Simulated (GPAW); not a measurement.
# Cl-SnSn-Cl chair monolayer: simulated STM images, part 2 of 2

Aim: Tersoff-Hamann images of Cl-SnSn-Cl chair monolayer at several biases.

GPAW 26.7.0; GPAW, PAW setups; layer in a repeated cell with vacuum, relaxation of atoms and in-plane cell (the session's first sound run).

So far. Step 2 (Relaxing the atoms): The relaxation lowered the energy of the cell by 0.241 eV (energies extrapolated to zero smearing; the optimiser's log prints free energies). The largest force left on a free atom is 0.0055 eV/Å.

### 3. The slab's potential (continued)

Level of this step: GPAW, PAW setups; slab in vacuum (GPAW).

Local density of states summed over the bias window over a1 and a2. Sample bias -1 V, constant height 3.5 Å over the top atom.

Ten even steps from '_' (0.13 × 1e-7 arbitrary) to '@' (1.69 × 1e-7 arbitrary):
```
======++**##%%%%%%%%%%%%%%%%%%%%%%%%##**++======
====++**%%@@@@@@@@@@@@@@@@@@@@@@@@@@%%**++======
==++**%%@@@@@@@@%%%%%%%%%%%%@@@@@@@@%%**++======
++**%%@@@@@@@@%%%%##**##%%%%@@@@@@@@%%**++======
**##@@@@@@@@%%##**++++**##%%@@@@@@@@##**++====++
**%%@@@@@@%%##**++==++**##%%@@@@@@%%**++======++
##%%@@@@%%##**==----==**##%%@@@@%%##++========++
##%%@@%%%%**++--::--++**%%%%@@%%##**====--====**
%%%%@@%%##++==----==++##%%@@%%%%**++==----==++**
%%%%@@%%**++++==++++**%%@@%%%%##++==--::--==++##
##%%@@%%##********##%%@@%%##**++--::::::::--++**
##%%@@%%%%######%%%%@@%%##**++--::......::--++**
##%%@@%%%%%%%%%%%%@@%%##**++==::........::==++**
%%%%@@@@@@@@@@@@@@%%%%**++==::..______..::==++**
%%%%@@@@@@@@@@@@%%%%##++--::..________..::--++##
##%%@@@@@@@@@@%%##**++--::..__________..::--++**
##%%@@@@@@@@%%##**++==::....________....::==++**
**##%%%%%%##**++====--::....______....::--====++
************++====--::::............::::--====++
++++++++++++====------::::::::::::::------====++
======================----====----==============
==================++++++++++++++++++============
==========++++++****##********##****++++++======
--======++****####%%%%######%%%%####****++======
```
Columns: a1 from 0 to 0.958; rows upwards: a2 from 0 to 0.958.

Tip height over the top atom over a1 and a2. Sample bias 1.5 V, constant current at the mean current 3.5 Å over the top atom.

Values in Å, 12 rows by 16 columns, each cell a mean:
```
3.10 3.19 3.30 3.41 3.51 3.58 3.65 3.67 3.66 3.63 3.55 3.49 3.37 3.26 3.15 3.07
3.22 3.33 3.49 3.59 3.68 3.73 3.77 3.78 3.74 3.71 3.62 3.53 3.38 3.26 3.13 3.11
3.35 3.48 3.62 3.71 3.78 3.83 3.85 3.84 3.77 3.72 3.61 3.50 3.34 3.21 3.12 3.19
3.46 3.59 3.72 3.78 3.85 3.86 3.87 3.84 3.76 3.69 3.54 3.41 3.23 3.13 3.16 3.29
3.55 3.67 3.77 3.82 3.86 3.86 3.84 3.79 3.70 3.59 3.42 3.27 3.10 3.07 3.21 3.37
3.57 3.68 3.76 3.79 3.81 3.80 3.75 3.69 3.56 3.44 3.25 3.09 3.01 3.08 3.27 3.42
3.56 3.65 3.71 3.72 3.72 3.69 3.62 3.52 3.37 3.22 3.04 2.93 2.96 3.08 3.28 3.43
3.49 3.55 3.60 3.61 3.57 3.51 3.42 3.31 3.14 3.00 2.89 2.87 2.96 3.08 3.26 3.38
3.39 3.44 3.46 3.45 3.39 3.31 3.19 3.09 2.97 2.91 2.90 2.90 2.97 3.07 3.20 3.30
3.26 3.28 3.27 3.25 3.19 3.13 3.07 3.06 3.07 3.07 3.07 3.06 3.05 3.08 3.14 3.21
3.13 3.14 3.12 3.11 3.14 3.18 3.23 3.27 3.30 3.30 3.28 3.25 3.19 3.15 3.11 3.11
3.04 3.07 3.14 3.22 3.32 3.38 3.45 3.49 3.50 3.50 3.45 3.39 3.31 3.23 3.13 3.07
```
Columns: a1 from 0 to 0.958; rows upwards: a2 from 0 to 0.958.

Local density of states summed over the bias window over a1 and a2. Sample bias 1.5 V, constant height 3.5 Å over the top atom.

Ten even steps from '_' (0.39 × 1e-7 arbitrary) to '@' (5.48 × 1e-7 arbitrary):
```
______......::::----========----::::......______
____....::::----====++++++====----::::....______
__....::::--====++********++====--::::....______
....::::--==++****######****++==--::::....______
....::--==++**####%%%%####**++==--::......____..
..::--==++**##%%%%%%%%%%##**++==--::....______..
..::--==**##%%@@@@@@@@%%##**==--::....________..
::--==++**##%%@@@@@@%%##**++==--::....______....
::--==**##%%%%@@@@%%%%##**==--::....________....
--==++**##%%%%@@%%%%##**++==--::..__________..::
--==++**####%%%%####**++==--::..____________..::
--==++****######****++==--::..______________..::
--====++********++====--::....____________....::
----====++++++====----::....______________....::
::----========----::::..____________________..::
::::----------::::....______________________....
..::::::::::::......________________________....
....::::::........__________________________....
..............________________________________..
............__________________________________..
__________________________....__________________
________________......................__________
__________..........::::::::::::..........______
________........::::----------::::........______
```
Columns: a1 from 0 to 0.958; rows upwards: a2 from 0 to 0.958.

The potential is flat to 5.6e-5 eV/Å where it is read, so the vacuum is wide enough.

### 4. What came out

```
work function, both faces : 6.39 eV
dipole along the normal   : 2.2e-4 e Å, near the numerical noise
corrugation at -2 V       : 0.342 Å
corrugation at -1 V       : 1.13 Å as printed, 0.84 Å or less without short-wave noise
corrugation at 1.5 V      : 1.01 Å
```

At -1 V GPAW's map carries short-wave noise, which can't be real at this height: without waves under 1.5 Å it spans 0.84 Å against 1.1 Å printed. The reading below uses the filtered value, which may still be too high. The corrugation at constant current is largest at 1.5 V, where the tip height varies by 1.0 Å over the cell. Negative sample bias images filled states, positive bias empty ones. The images are of Tersoff-Hamann type: an s-wave tip, no tip-sample forces, heights closer than in a microscope. The starting lattice was a guess from atomic radii; the relaxation moved it by 7 %. The small printed dipole stands for a step of -1.9 meV from the lower to the upper face, and the probes find -1.2 meV; values this small are near the numerical noise of both. A level lies at the Fermi level, so the layer came out without a gap at this level of theory, however far the next level lies. The layer's cell and atoms come from the relaxation; spin-orbit coupling and temperature are left out.

[Logs are printed without paths, hosts, clocks, repeated set-up lines and the standing remarks that a program may print on its own settings, such as how far it seeks lower states.]

[Hosts, paths, dates, database ids (printed as entryN), source tags and the programs' standing remarks are cut or masked in the printed files.]
